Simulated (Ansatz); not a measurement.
In doubt: one-shot GW on d or f shells is unsure, so the values of those runs are not to be relied on.

TaAgO3 (R3c), computed twice by G0W0.

```
Ta Ag O
1.0
     2.76405    1.59583    4.57197
    -2.76405    1.59583    4.57197
     0.00000   -3.19165    4.57197
Ta Ag O
2 2 6
Direct
  0.99736 0.99736 0.99736
  0.49736 0.49736 0.49736
  0.24900 0.24900 0.24900
  0.74900 0.74900 0.74900
  0.81778 0.68563 0.25243
  0.25243 0.81778 0.68563
  0.68563 0.25243 0.81778
  0.75243 0.18563 0.31778
  0.18563 0.31778 0.75243
  0.31778 0.75243 0.18563
```

Geometry: measured cell, ions relaxed with LDA. The runs that relaxed it are not among those shown. Spin-orbit coupling is left out unless a run names it.

The first (Ansatz 0.2.0; start LDA, 4×4×4 mesh, 556 empty bands, screening to 160 eV, PAW set soft_1 files; 1 × NVIDIA GB200 with 24 threads of Arm Neoverse V2, shared host) gave, on its mesh: starting gap 1.86 eV, G0W0 gap 3.37 eV, RPA ε∞ (mean) 6.88, 20 s.

Question: The second changes empty bands from 556 to 91 and screening cutoff (eV) from 160.0 to 48. What does it give?

It gave: starting gap 1.86 eV, G0W0 gap 3.46 eV, RPA ε∞ (mean) 6.98, 4 s. The G0W0 gap moves by +0.10 eV, +0.00 eV from the start and +0.10 eV from the correction.

Limits: not at the basis limit; d shell near the gap, gap tends to lie low; no spin-orbit coupling.

[Paths, hosts, dates, memory and timing lines, banners, echoed tables and standing remarks are left out of the program output.]

[Logs are printed without paths, hosts, clocks, repeated set-up lines and the standing remarks that a program may print on its own settings, such as how far it seeks lower states.]

[Runs of the session that timed out or met a known fault of the program may be left out.]

[Cells called generated may have been cut or substituted from an entry of the Crystallography Open Database or the Materials Project.]

[Hosts, paths, dates, database ids (printed as entryN), source tags and the programs' standing remarks are cut or masked in the printed files.]
